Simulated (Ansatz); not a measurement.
# Li2Sc (built on the sites of a database entry of ScCu2): the cell at rest, part 2 of 2

Aim: bring Li2Sc (built on the sites of a database entry of ScCu2) to small forces and stress, as phonons need.

Ansatz 0.2.0; DFT PBEsol, scalar-relativistic, plane waves, PAW.

So far. Step 2 (Probe on a coarse mesh): The coarse mesh shows no gap and a pressure of 16.1 GPa. The relaxed cell has a = 3.404, c = 10.314 Å (conventional setting).

The structure was built from a prototype and need not be the compound's stable phase.

## 5. Tight relaxation

Phonons need a cell at rest on their own settings, so the relaxation is repeated with tight tolerances on forces and stress on the k mesh and occupations of the first response run.

File input.yaml:

```yaml
crystal:
  lattice:
    - [-1.7020936201, 1.7020936201, 5.1570666008]
    - [1.7020936201, -1.7020936201, 5.1570666008]
    - [1.7020936201, 1.7020936201, -5.1570666008]
  atoms:
    - { symbol: Sc, position: [0.0, 0.0, 0.0] }
    - { symbol: Li, position: [0.6838321961, 0.6838321961, 0.0] }
    - { symbol: Li, position: [0.3161678039, 0.3161678039, 0.0] }
kpoints:
  mp_grid: { grid: [20, 20, 20] }
hamiltonian:
  xc: pbesol
scf:
  occupations: { method: methfessel_paxton, width: 0.2 }
output:
  forces: true
  stress: true
  eigenvalues: true
  write_density: true
  write_potential: true
  elf: true
  volumetric_format: npy
relax:
  adjacent_minimum: "off"
  f_tol: 0.001
  max_steps: 60
  cell: { stress_tol: 0.01 }
```

Started as:

```sh
$ ansatz run input.yaml --threads 8 --pin off --max-ram 14336MiB --backend cpu --events-out ev --progress --plain --runs-dir out
```

Numbers of over 12 decimals in the logs are rounded to 6 here.

Output:

```text
[...]
Crystal: 3 atoms, lattice volume = 59.763 Å³
Basis set: ecut = 420 eV, 1177 PW (Γ), exchange–correlation on 80×80×80 points (8 copies of the dense FFT grid, shifted against one another)
Bands: 13, of which v1, the nominal top of the filled ones, is band 9 counted from 1 (8 counted from 0)
Symmetry: 16 space group operations
[...]
k-points: 641 of 8000
[...]
--- Relaxed structure (4 steps of the walk, 4 accepted, 1 SCFs on fresh bases) ---
[...]
cell:  # Å, volume = 59.7271 Å³
    - [-1.704116, 1.704116, 5.141777]
    - [1.704116, -1.704116, 5.141777]
    - [1.704116, 1.704116, -5.141777]
  atoms:
    - { symbol: Sc, position: [0, 0, 0] }
    - { symbol: Li, position: [0.683892, 0.683892, 0] }
    - { symbol: Li, position: [0.316108, 0.316108, 0] }
[key lines of the parts left out:]
SCF converged after 5 iterations
Free energy (F): -2516.794774 eV
Fermi energy:    4.649687 eV
P = ⅓ Tr σ = 0.0001 GPa (0.001 kbar)
```

Wall time 36 s (8 threads of Arm Neoverse N1, shared host); peak memory 0.86 GiB; 4.6 min of CPU time.

The steps of the relaxation:

```
step  energy less that of the first step (eV)  largest force component (eV/Å)  pressure (GPa)  volume (Å³)
   1                                   0.0000                          0.0027            0.00        59.76
   2                                   0.0000                          0.0023           -0.01        59.75
   3                                  -0.0001                          0.0010            0.02        59.69
   4                                  -0.0001                          0.0003            0.00        59.73
  5*                                  -0.0001                          0.0003            0.00        59.73
```

Relaxation steps marked * repeat the geometry before them on a plane-wave basis chosen anew for their cell, so energy and pressure can jump there.

Forces are held to the 16 operations that the run works with; a distortion that breaks them can't arise in this run.

```
conventional cell, symmetrised  before   after  change
                         a (Å)   3.404   3.408  +0.1 %
                         b (Å)   3.404   3.408  +0.1 %
                         c (Å)  10.314  10.284  -0.3 %
              volume (Å³/atom)   19.92   19.91  -0.1 %
```

Final coordinates:

```cif
data_structure
_symmetry_space_group_name_H-M 'P 1'
_symmetry_Int_Tables_number 1
_cell_length_a 5.6785
_cell_length_b 5.6785
_cell_length_c 5.6785
_cell_angle_alpha 145.073
_cell_angle_beta 145.073
_cell_angle_gamma 50.226
_cell_volume 59.73
loop_
_atom_site_label
_atom_site_type_symbol
_atom_site_fract_x
_atom_site_fract_y
_atom_site_fract_z
_atom_site_occupancy
Sc1 Sc 0.00000 0.00000 0.00000 1
Li2 Li 0.68389 0.68389 0.00000 1
Li3 Li 0.31611 0.31611 0.00000 1
```

This step gave:

```
pressure        : 1.12e-4 GPa
volume per atom : 19.91 Å³
```

ELF in the ab plane of the cell as run, not the conventional one, at fractional z = 0.000, with atoms of Sc and Li within 0.2 Å of it. It is the smooth field of the valence electrons, not physical close to the nuclei.

Ten even steps from '_' (0.37 × 1e-1) to '@' (9.92 × 1e-1), each cell a mean:
```
::==**::__--==--::--====..__==**
****##==__::--..____..::--..__==
--++++--__..--..__....__..::..__
__......__::==::__==%%==__..--..
--........--++==__--@@@@==__::==
++==----==++****==__++@@%%....==
==--::::==**######--__--==..__--
==..____..--**######==________::
==..__....__--**####**==::....--
++::__==%%++__--**##**++==----==
==--__::@@@@++__--**++--::..::--
::--::__--@@%%....====..________
__..::::__::==..__::--....--==::
==....::::________::--....++##**
**++....----::....--==....++**==
..**==__::==++======++--__--**::
```
Columns run along a (5.7 Å), rows up along b (5.7 Å). Atoms in or near the plane, at fractional coordinates: Sc at (0.00, 0.00), Li at (0.68, 0.68), Li at (0.32, 0.32).

Valence density in the ab plane of the cell as run, not the conventional one, at fractional z = 0.000, with atoms of Sc and Li within 0.2 Å of it. It is the smooth field of the valence electrons, not physical close to the nuclei.

Ten steps, logarithmic in the rise over the least value, from '_' (0.1 e/Å³) to '@' (7.6 e/Å³), each cell a mean:
```
@@@@##==..________________::++%%
%%%%##++..__________________::++
==****==::________----________::
..::--::....____..**%%**..______
____......________++@@@@**______
__________________..##@@%%--____
____________________..++**--____
________________________..______
______--==..____________________
______++%%##::__________________
______==@@@@##..________..______
________++@@%%==______....::....
..________==++--______..::==++==
++::__________________..--**####
%%**::__________________::**%%@@
@@%%++..________________..==%%@@
```
Columns run along a (5.7 Å), rows up along b (5.7 Å). Atoms in or near the plane, at fractional coordinates: Sc at (0.00, 0.00), Li at (0.68, 0.68), Li at (0.32, 0.32).

Electrostatic potential energy in the ab plane of the cell as run, not the conventional one, at fractional z = 0.000, with atoms of Sc and Li within 0.2 Å of it. With pseudopotentials it is smooth inside the atoms' cores, unlike the true potential.

Ten even steps from '_' (-49 eV) to '@' (8 eV), each cell a mean:
```
____--##%%@@@@@@@@@@@@@@@@%%++..
::__--**%%@@@@@@@@@@@@@@@@@@%%++
**++++**%%@@@@@@%%####%%@@@@@@%%
%%%%####%%@@@@@@%%++==**%%@@@@@@
@@@@@@@@@@@@@@@@%%**----**%%@@@@
@@@@@@@@@@@@@@@@@@%%++--==##@@@@
@@@@@@@@@@@@@@@@@@@@%%**++##@@@@
@@@@@@%%@@@@@@@@@@@@@@%%%%%%@@@@
@@@@%%####%%@@@@@@@@@@@@@@@@@@@@
@@@@%%++==++%%@@@@@@@@@@@@@@@@@@
@@@@@@**--::++%%@@@@@@@@@@@@@@@@
@@@@@@%%**--==##@@@@@@@@%%%%%%%%
%%@@@@@@%%**++##%%@@@@@@##****##
++##@@@@@@@@%%%%@@@@@@@@##++----
..++##@@@@@@@@@@@@@@@@@@%%++____
__..++%%@@@@@@@@@@@@@@@@%%**::__
```
Columns run along a (5.7 Å; values clipped at the 3rd and 97th percentile), rows up along b (5.7 Å). Atoms in or near the plane, at fractional coordinates: Sc at (0.00, 0.00), Li at (0.68, 0.68), Li at (0.32, 0.32).

The largest force component left is 0.26 meV/Å and the pressure is 0.000 GPa, within the tolerances set. The cell now holds 19.91 Å³/atom.

## 6. What came out

```yaml
space_group_after_relaxation_within_0p01_a: I4/mmm
lattice_constant_a: 3.408 Å
lattice_constant_b: 3.408 Å
lattice_constant_c: 10.284 Å
volume_per_atom: 19.9 Å³
```

What this shows: The largest force component left is 0.26 meV/Å and the pressure is 0.000 GPa, within the tolerances set. The cell now holds 19.91 Å³/atom. The relaxation keeps the symmetry of its start, so it says nothing on stability against lower symmetry. The runs are without spin polarisation, although the cell has an odd electron count. The starting cell was built on a prototype and not taken from a measurement, so the phase need not exist.

[Logs are printed without paths, hosts, clocks, repeated set-up lines and the standing remarks that a program may print on its own settings, such as how far it seeks lower states.]

[Hosts, paths, dates, database ids (printed as entryN), source tags and the programs' standing remarks are cut or masked in the printed files.]
